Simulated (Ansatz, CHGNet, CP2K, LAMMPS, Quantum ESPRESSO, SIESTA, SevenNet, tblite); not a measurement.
**Zn2+ BF4- in dimethoxyethane and tetrahydrofuran at 400 K (85 atoms): one structure in several programs**

Wanted: errors and costs of other methods on Zn2+ BF4- in dimethoxyethane and tetrahydrofuran at 400 K (85 atoms). A plane-wave run serves as the reference.

Method: Kohn-Sham DFT, PBE, SSSP efficiency 1.3.0 pseudopotentials, plane waves, in Quantum ESPRESSO 7.5.

### 1. Set-up

The cell holds 85 atoms: 20 C, 8 O, 46 H, 2 B, 8 F and 1 Zn. Cell: a = 9.806 Å, b = 9.806 Å, c = 9.806 Å, α = 90.0°, β = 90.0°, γ = 90.0°. 3 dimethoxyethane, 2 tetrahydrofuran, 1 Zn2+, 2 BF4- placed at random, at 1.15 g/cm³; overlaps pushed apart, then 10 ps at 550 K with stiff harmonic cages for PF6 and BF4 with UFF radii; divalent ions of Li, Roberts, Chakravorty and Merz (J. Chem. Theory Comput. 9, 2733 (2013)); MMFF94 bonds, angles, torsions, charges and radii (Halgren, J. Comput. Chem. 17, 490 (1996)) in harmonic and 12-6 forms; charges of ions scaled by 0.8. Snapshot after 30 ps at 400 K and fixed volume.

### 2. The reference run

Input file pw.in:

```
&control
  calculation = 'scf'
  pseudo_dir = './pseudo'
  outdir = './tmp'
  disk_io = 'none'
  tprnfor = .true.
  tstress = .true.
/
&system
  ibrav = 0
  nat = 85
  ntyp = 6
  ecutwfc = 60
  ecutrho = 480
  nosym = .true.
  occupations = 'smearing'
  smearing = 'fd'
  degauss = 0.003675
/
&electrons
  conv_thr = 4.3e-07
  electron_maxstep = 100
  mixing_beta = 0.4
  mixing_mode = 'plain'
  diagonalization = 'david'
/
ATOMIC_SPECIES
C 12.011 C.upf
O 15.999 O.upf
H 1.008 H.upf
B 10.810 B.upf
F 18.998 F.upf
Zn 65.380 Zn.upf
CELL_PARAMETERS angstrom
9.80591 0.00000 0.00000
0.00000 9.80591 0.00000
0.00000 0.00000 9.80591
ATOMIC_POSITIONS crystal
C 0.49430 0.67028 0.91503
O 0.58372 0.77174 0.96257
C 0.50089 0.88437 0.02352
C 0.57155 0.00591 0.98123
O 0.71746 0.98636 0.99960
C 0.78197 0.11199 0.96926
H 0.54233 0.60830 0.84135
H 0.42789 0.73004 0.85200
H 0.43436 0.60009 0.98857
H 0.39539 0.89933 0.99091
H 0.50995 0.86561 0.12651
H 0.54515 0.03307 0.88058
[... 69 atom lines left out ...]
F 0.82157 0.63559 0.95440
F 0.76755 0.43948 0.84640
F 0.95569 0.53552 0.79706
Zn 0.78137 0.81120 0.96366
K_POINTS gamma
```

The run is started by

```bash
$ OMP_NUM_THREADS=1 mpirun -np 2 pw.x -in pw.in > output.txt
```

The log of the run:

```text
Program PWSCF
     gamma-point specific algorithms are used
     Parallelization info
     sticks:   dense  smooth     PW     G-vecs:    dense   smooth      PW
     Min        6558    3278    819               565086   199678   24970
     Max        6559    3279    822               565095   199681   24971
     Sum       13117    6557   1641              1130181   399359   49941
     bravais-lattice index     =            0
     lattice parameter (alat)  =      18.5305  a.u.
     unit-cell volume          =    6362.9764 (a.u.)^3
     number of atoms/cell      =           85
     number of atomic types    =            6
     number of electrons       =       256.00
     number of Kohn-Sham states=          154
     kinetic-energy cutoff     =      60.0000  Ry
[... lines left out ...]
     scf convergence threshold =      4.3E-07
[... lines left out ...]
     number of k points=     1  Fermi-Dirac smearing, width (Ry)=  0.0037
[... lines left out ...]
     total energy              =   -1619.39461708 Ry
[... lines left out ...]
     total energy              =   -1619.96522771 Ry
[... lines left out ...]
     total energy              =   -1619.97678160 Ry
[... lines left out ...]
     c_bands:  1 eigenvalues not converged
[... lines left out ...]
     total energy              =   -1619.98733698 Ry
[... lines left out ...]
     total energy              =   -1619.98733901 Ry
[... lines left out ...]
  -123.9680 -78.2572 -78.2063 -78.1847 -25.5724 -25.3772 -24.5058 -24.1341
   -23.8981 -23.3971 -23.0864 -22.9554 -22.8054 -22.7620 -22.2956 -22.0690
   -21.6393 -21.5025 -20.9962 -20.6325 -15.5957 -15.2757 -14.9170 -14.6109
[...]
5.2040   5.2747   5.3742   5.5767   5.6935   5.7410   5.7937   5.8385
     6.0221   6.0919   6.3105   6.4739   6.5544   6.6438   6.7084   6.7640
     7.0020   7.0613
     the Fermi energy is     1.3724 ev
!    total energy              =   -1619.98733947 Ry
     estimated scf accuracy    <       0.00000014 Ry
     smearing contrib. (-TS)   =      -0.00000000 Ry
     internal energy E=F+TS    =   -1619.98733947 Ry
     The total energy is F=E-TS. E is the sum of the following terms:
     one-electron contribution =   -2280.99717294 Ry
     hartree contribution      =    1222.70192111 Ry
     xc contribution           =    -309.74300818 Ry
     ewald contribution        =     -52.59756869 Ry
     one-center paw contrib.   =    -199.35151076 Ry
     convergence has been achieved in   9 iterations
     Forces acting on atoms (cartesian axes, Ry/au):
     atom    1 type  1   force =    -0.05893640   -0.03543259    0.00028470
     atom    2 type  2   force =    -0.11027766    0.00855808    0.03649314
     atom    3 type  1   force =     0.02946769   -0.03627283   -0.04498383
[...]
atom   84 type  5   force =     0.08380168   -0.00046433    0.01654879
     atom   85 type  6   force =    -0.05510706    0.02027619   -0.03055051
     Total force =     0.653953     Total SCF correction =     0.001024
     Computing stress (Cartesian axis) and pressure
          total   stress  (Ry/bohr**3)                   (kbar)     P=       56.56
   0.00026239  -0.00000594   0.00000532           38.60       -0.87        0.78
  -0.00000594   0.00043335  -0.00005006           -0.87       63.75       -7.36
   0.00000532  -0.00005006   0.00045766            0.78       -7.36       67.32
     Message from routine punch:
     Nothing written, as per user request (disk_io='none')
```

Elapsed: 92 s, on 2 MPI ranks of Arm Neoverse V2, shared host; peak memory 2.3 GiB; 3.1 min of CPU time.

Banners, paths, timers and routine set-up lines are dropped from the logs unmarked, and long logs keep their key lines alone; longer cuts are marked.

Numbers from this run:

| Item | Value |
| --- | --- |
| r.m.s. force component | 1.053 eV/Å |
| longest force | 4.129 eV/Å |
| pressure | 5.656 GPa |
| gap (highest filled to lowest empty level) | 3.953 eV |

### 3. Local order

Pair distribution functions g(r), in bins of 0.2 Å:

| r (Å) | total | H-H | H-C | H-F | H-O | H-B | H-Zn |
| --- | --- | --- | --- | --- | --- | --- | --- |
| 1.00 | 2.56 | 0.00 | 10.05 | 0.00 | 0.00 | 0.00 | 0.00 |
| 1.20 | 1.46 | 0.00 | 5.70 | 0.00 | 0.00 | 0.00 | 0.00 |
| 1.40 | 1.42 | 0.00 | 0.00 | 0.00 | 0.00 | 0.00 | 0.00 |
| 1.60 | 0.45 | 0.78 | 0.00 | 0.00 | 0.00 | 0.00 | 0.00 |
| 1.80 | 1.02 | 2.85 | 0.00 | 0.00 | 0.29 | 0.00 | 0.00 |
| 2.00 | 1.06 | 0.44 | 1.15 | 0.00 | 6.00 | 0.00 | 0.00 |
| 2.20 | 1.26 | 0.52 | 2.16 | 0.43 | 2.85 | 0.00 | 0.00 |
| 2.40 | 1.13 | 1.73 | 0.42 | 0.54 | 0.17 | 0.00 | 0.00 |
| 2.60 | 0.83 | 0.71 | 1.14 | 0.61 | 1.35 | 0.00 | 0.00 |
| 2.80 | 0.59 | 0.76 | 0.52 | 0.65 | 0.95 | 0.00 | 0.00 |
| 3.00 | 0.87 | 1.07 | 0.81 | 1.04 | 0.89 | 0.45 | 0.86 |
| 3.20 | 1.03 | 0.81 | 1.34 | 0.80 | 1.37 | 2.38 | 3.19 |
| 3.40 | 0.85 | 0.86 | 0.75 | 1.06 | 0.89 | 0.69 | 4.30 |
| 3.60 | 1.00 | 1.15 | 0.65 | 1.25 | 0.32 | 0.97 | 1.84 |
| 3.80 | 0.83 | 0.88 | 0.62 | 1.06 | 0.29 | 1.71 | 2.79 |
| 4.00 | 0.94 | 1.08 | 0.79 | 0.70 | 0.83 | 1.03 | 1.03 |
| 4.20 | 1.00 | 0.88 | 0.90 | 1.22 | 1.44 | 0.91 | 0.00 |
| 4.40 | 1.07 | 1.04 | 1.28 | 1.67 | 0.94 | 1.26 | 0.00 |
| 4.60 | 1.05 | 0.93 | 1.18 | 1.35 | 1.02 | 1.36 | 0.00 |
| 4.80 | 1.03 | 1.05 | 0.92 | 1.06 | 0.79 | 1.26 | 0.73 |

Bonds by pair of elements; cutoffs follow the first minimum of g(r), held within bounds set by covalent radii, and pairs that aren't listed don't count as bonded (cutoffs were set anew for this text, so counts can differ from the run's own analysis):

| pair A-B | cutoff (Å) | bonds | mean length (Å) | spread (Å) | shortest (Å) | B about A | A about B |
| --- | --- | --- | --- | --- | --- | --- | --- |
| H-C | 1.34 | 46 | 1.09 | 0.033 | 1.03 | 1 | 2.3 |
| C-C | 1.85 | 9 | 1.49 | 0.035 | 1.44 | 0.9 | 0.9 |
| C-O | 1.73 | 16 | 1.43 | 0.032 | 1.35 | 0.8 | 2 |
| F-B | 2.38 | 8 | 1.42 | 0.042 | 1.35 | 1 | 4 |
| F-Zn | 2.38 | 2 | 1.79 | 0.017 | 1.77 | 0.25 | 2 |
| O-Zn | 2.38 | 4 | 1.89 | 0.048 | 1.86 | 0.5 | 4 |

How many atoms have how many bonded neighbours:

| element | mean | 1 | 2 | 3 | 4 | 6 |
| --- | --- | --- | --- | --- | --- | --- |
| B | 4 | 0 | 0 | 0 | 2 | 0 |
| C | 4 | 0 | 0 | 0 | 20 | 0 |
| F | 1.25 | 6 | 2 | 0 | 0 | 0 |
| H | 1 | 46 | 0 | 0 | 0 | 0 |
| O | 2.5 | 0 | 4 | 4 | 0 | 0 |
| Zn | 6 | 0 | 0 | 0 | 0 | 1 |

Rings of the network by King's shortest-path rule, up to 12 atoms, one path for each pair of neighbours; H, halogens, alkali and alkaline-earth atoms are left out, and the last column divides by all other atoms, bonded or not:

| ring size (atoms) | rings | per network atom |
| --- | --- | --- |
| 5 | 4 | 0.129 |

### 4. What was run beside it

The programs:
- CHGNet: machine-learned potential, published weights.
- CP2K 2026.2: Gaussian basis with GTH pseudopotentials and a plane-wave density; labels give functional, basis (MOLOPT sets; SR short-range, UZH the newer set with its own potentials), grid cutoff/relative cutoff and solver (OT: orbital transformation; TRS4, TC2, SIGN: linear-scaling purification with its sparsity filter), or its built-in tight binding.
- SIESTA 5.4.2: numerical atomic orbitals, whose automatically made sets are far from complete, with PseudoDojo norm-conserving potentials that we converted to its format (checked against plane waves on the same files for H, C, O, Si, Ge and Ca alone); labels give functional, basis size, energy shift and mesh cutoff.
- SevenNet: machine-learned potential, published weights.
- tblite 0.8.0: extended tight binding, driven from Python.

All use the same cell and atoms; the electronic-structure runs use the same k-mesh, and an electronic temperature of 580 K (0.05 eV) where levels are smeared.

Differences are against the plane-wave reference, forces as r.m.s. over components; share is that over the reference's r.m.s. force, slope the least-squares factor from reference forces to these. Total energies of different programs have different zeros and aren't compared.

| run | Δ force, r.m.s. (meV/Å) | share (%) | slope | Δ pressure (GPa) | Δ gap (eV) | cores | CPU time | memory (GiB) |
| --- | --- | --- | --- | --- | --- | --- | --- | --- |
| reference | - | - | - | - | - | 2 | 3.1 min | 2.3 |
| CHGNet 0.3.0 potential | 212 | 20.2 | 0.927 | -0.866 | - | 1 | 3.3 s | 1.5 |
| CP2K PBE, DZVP-MOLOPT-SR, 280/50 Ry, OT DIIS (coarse) | 234 | 22.2 | 1.038 | 0.720 | 0.504 | 2 | 5 min | 0.63 |
| SIESTA PBE, DZP, shift 0.01 Ry, mesh 500 Ry | 338 | 32.1 | 1.071 | 1.70 | 0.298 | 2 | 3 min | 1.7 |
| SIESTA RPBE, PBE potentials, DZP, shift 0.01 Ry, mesh 500 Ry | 291 | 27.7 | 1.088 | 2.57 | 0.420 | 2 | 3 min | 1.7 |
| SevenNet 0 potential | 236 | 22.4 | 1.004 | 0.579 | - | 1 | 6.5 s | 1.0 |
| SevenNet l3i5 potential | 142 | 13.5 | 0.966 | -0.283 | - | 1 | 8.4 s | 1.7 |
| tblite GFN1-xTB | 391 | 37.1 | 0.835 | -3.35 | - | 1 | 2.1 s | 0.16 |

Rows marked coarse were listed beforehand as settings not expected to be converged; some can still land near the reference.

Times of the machine-learned potentials are mostly Python's start and the loading of weights.

CPU time is summed over cores on a shared host, where runs went side by side, so it is rough. Symmetry, cutoffs, thresholds, outputs and thread counts weren't matched or tuned between programs; memory under MPI is the largest rank's times the ranks.

Runs without a result: CP2K PBE0 with truncated exchange and ADMM, PBE0 potentials, DZVP-UZH, 800/50 Ry, OT DIIS (cut off at its time limit of 56 min).

Mean charges by element (e), by run and scheme:

| run | scheme | C | O | H | B | F | Zn |
| --- | --- | --- | --- | --- | --- | --- | --- |
| SIESTA PBE, DZP, shift 0.01 Ry, mesh 500 Ry | Hirshfeld | -0.01 | -0.09 | +0.02 | +0.11 | -0.16 | +0.79 |
| SIESTA RPBE, PBE potentials, DZP, shift 0.01 Ry, mesh 500 Ry | Hirshfeld | 0.00 | -0.09 | +0.02 | +0.12 | -0.16 | +0.79 |
| tblite GFN1-xTB | Mulliken | +0.12 | -0.44 | +0.04 | +0.75 | -0.37 | +0.86 |

### 5. Results

```json
{
 "reference r.m.s. force component": "1.05 eV/Å",
 "nearest in forces": "SevenNet l3i5 potential, 14 %",
 "farthest in forces": "tblite GFN1-xTB, 37 %",
 "cheapest electronic-structure run beside the reference": "tblite GFN1-xTB, 2.1 s of CPU time"
}
```

**Reading.** The PBE run in local orbitals, coarse settings apart, differs by 32 % (SIESTA PBE, DZP, shift 0.01 Ry, mesh 500 Ry); basis, grid and potentials can all enter. Tight binding differs by 37 % (tblite GFN1-xTB); it is another model, with fitted parameters of its own, and the xTB methods hold dispersion. Machine-learned potentials differ by 14 % (SevenNet l3i5 potential) to 22 % (SevenNet 0 potential); they were trained on other programs' data. Rows with another functional or a dispersion term differ by 28 % (SIESTA RPBE, PBE potentials, DZP, shift 0.01 Ry, mesh 500 Ry), which mixes the change of model with differences of basis and potentials, some of them made for another functional. Runs with settings chosen to be coarse differ by 22 % (CP2K PBE, DZVP-MOLOPT-SR, 280/50 Ry, OT DIIS), their programs' other errors included. One electronic-structure run takes under half the reference's CPU time: tblite GFN1-xTB, at 37 % in 2.1 s against 3.1 min; its pressure misses by -3.4 GPa. At the same functional, gaps differ from the reference's 3.95 eV by between +0.30 and +0.50 eV. A likely cause of the wide gaps: compact atomic orbitals describe empty levels worse than filled ones. In pressure, SIESTA PBE, DZP, shift 0.01 Ry, mesh 500 Ry misses by +1.7 GPa, at the same functional. Charges hang on model, scheme and program or settings: among these rows the mean for B runs from +0.11 to +0.75 e. In the reference: filled and empty levels are parted by 3.95 eV (on the run's k-points); a semilocal functional tends to put such gaps too low. In a disordered cell it changes from sample to sample and from frame to frame. In the reference: By these cutoffs all B atoms have 4, all C atoms have 4, 75 % of F atoms have 1 and all H atoms have 1 bonded neighbour. Periodic xTB results under one method name differ between programs and library versions. With short bonds to hydrogen, sets of potentials differ among themselves by several per cent in forces even at converged cutoffs, so the reference isn't exact here either. The potentials hold different valence shells: 256 electrons in the reference, 248 in CP2K with DZVP-MOLOPT-SR; this bears on time and differences. The reference's pressure holds the uncorrected Pulay stress of its 60 Ry basis, so small pressure differences, and their order, may be the reference's own error. Machine-learned potentials mimic data converged in k, so the reference's own k-point error enters their differences. The network of contacts between molecules at the start is that of the classical potential that made the cell, and needn't be the one that DFT or experiment would give. The reference's PBE has no dispersion term, which matters for the binding between molecules or layers. The density was typed from a rule of thumb and may lie off the real one at this temperature. The electronic-structure runs sample only Γ, in a cell whose shortest periodic width is 10 Å.

[Also dropped from logs without a mark: logging warnings of Python, and SIESTA's first energy breakdown and zero terms.]

[Logs are printed without paths, hosts, clocks, repeated set-up lines and the standing remarks that a program may print on its own settings, such as how far it seeks lower states.]

[Hosts, paths, dates, database ids (printed as entryN), source tags and the programs' standing remarks are cut or masked in the printed files.]

[The MMFF94 radii named for the starting cell were scaled by 0.96; in molecules described by MMFF94, hydrogen bound to N, O or S took a small fixed 12-6 site in their place.]
